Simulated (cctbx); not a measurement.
# What is wrong with this refinement?

Cell a = 6.6430 Å, b = 9.5300 Å, c = 6.8870 Å, α = 90.00°, β = 90.00°, γ = 90.00°; space group Imma (no. 74). The compound is Li2AlNiF7.

Simulated single-crystal data (cctbx): synchrotron X-rays, λ = 0.6889 Å, to d = 0.8 Å, 70 % of the full sphere, strongest reflection 40000 counts, noise from counting, a 2 % proportional error and a noise floor of 2 counts (s.d.); no absorption, and some extinction, which the refinements don't model.

An anisotropic refinement with weights 1/σ² prints:

```text
Rint 0.018, 261 unique reflections to 0.80 A
cycle     R1     wR2    GooF  max shift (A)
   1  0.0673  0.1804  11.154   0.00962
   2  0.0607  0.1407   8.695   0.00005
final R1 0.0607 wR2 0.1407 GooF 8.695  parameters 31  data/parameter 8.4
atom        x        y        z      Ueq    occ   su(xyz)  su(Uiso or U11)
Ni1    0.75000  0.25000  0.25000   0.0077  1.000  0.00000  0.0009
Al1    0.50000  0.00000  0.00000   0.0101  1.000  0.00000  0.0016
F1     0.00000  0.91216  0.27970   0.0136  1.000  0.00070  0.0024
F2     0.50000  0.25000  0.37817   0.0107  1.000  0.00086  0.0030
F3     0.19635  0.12068  0.43387   0.0113  1.000  0.00052  0.0017
Li1    0.25000  0.75000  0.25000   0.0288  1.000  0.00000  0.0142
difference map: max 7.13 min -0.59 rms 0.31
Q1    0.0000  0.0000  0.0000    4    7.13  2.10 A from F1
Q2    0.2500  0.2500  0.2500    4    2.77  0.00 A from Ni1
Q3    0.0000  0.0000  0.5000    4    2.54  0.00 A from Al1
Q4    0.2500  0.2500  0.7500    4    2.06  0.00 A from Li1
Q5    0.0000  0.2500  0.0615    4    0.61  0.42 A from F2
Q6    0.2336  0.1394  0.4800   16    0.55  0.44 A from F3
```

**Question.** Can this result stand? If not, what is the likely fault?

Mend it. The fault: an atom left out, Li at (1/2, 0, 1/2). Against the right model at the same level, R1 goes from 0.0069 to 0.0607 and GooF from 1.04 to 8.70 and the top difference peak, 7.1 e/Å³, lies 2.10 Å from F1. Q1 is the missing atom. With scattering power missing, scale and phases suffer, so peaks may also grow on the heavy atoms.

The compound is Li2AlNiF7. The right model at the same level gives:

```text
Rint 0.018, 261 unique reflections to 0.80 A
cycle     R1     wR2    GooF  max shift (A)
   1  0.0273  0.0802   5.001   0.00206
   2  0.0069  0.0167   1.042   0.00000
final R1 0.0069 wR2 0.0167 GooF 1.042  parameters 35  data/parameter 7.5
atom        x        y        z      Ueq    occ   su(xyz)  su(Uiso or U11)
Ni1    0.75000  0.25000  0.25000   0.0088  1.000  0.00000  0.0001
Al1    0.50000  0.00000  0.00000   0.0090  1.000  0.00000  0.0002
F1     0.00000  0.91150  0.27901   0.0161  1.000  0.00009  0.0003
F2     0.50000  0.25000  0.37885   0.0134  1.000  0.00011  0.0004
F3     0.19638  0.12084  0.43423   0.0133  1.000  0.00006  0.0002
Li1    0.50000  0.00000  0.50000   0.0167  1.000  0.00000  0.0012
Li2    0.25000  0.75000  0.25000   0.0116  1.000  0.00000  0.0012
difference map: max 0.16 min -0.12 rms 0.04
Q1    0.0000  0.2500  0.9071    4    0.16  1.47 A from F2
Q2    0.0000  0.1531  0.4593    8    0.12  1.35 A from F3
Q3    0.1450  0.2500  0.6712    8    0.12  0.88 A from Li2
Q4    0.0000  0.2500  0.4969    4    0.12  1.84 A from F3
Q5    0.2244  0.2500  0.0925    8    0.11  1.10 A from Ni1
Q6    0.2500  0.1288  0.2500    8    0.10  1.16 A from Ni1
```

This is a model crystal, built by substitution and not relaxed, with assumed displacement parameters.

[Middle refinement cycles are left out of these outputs.]

[Logs are printed without paths, hosts, clocks, repeated set-up lines and the standing remarks that a program may print on its own settings, such as how far it seeks lower states.]
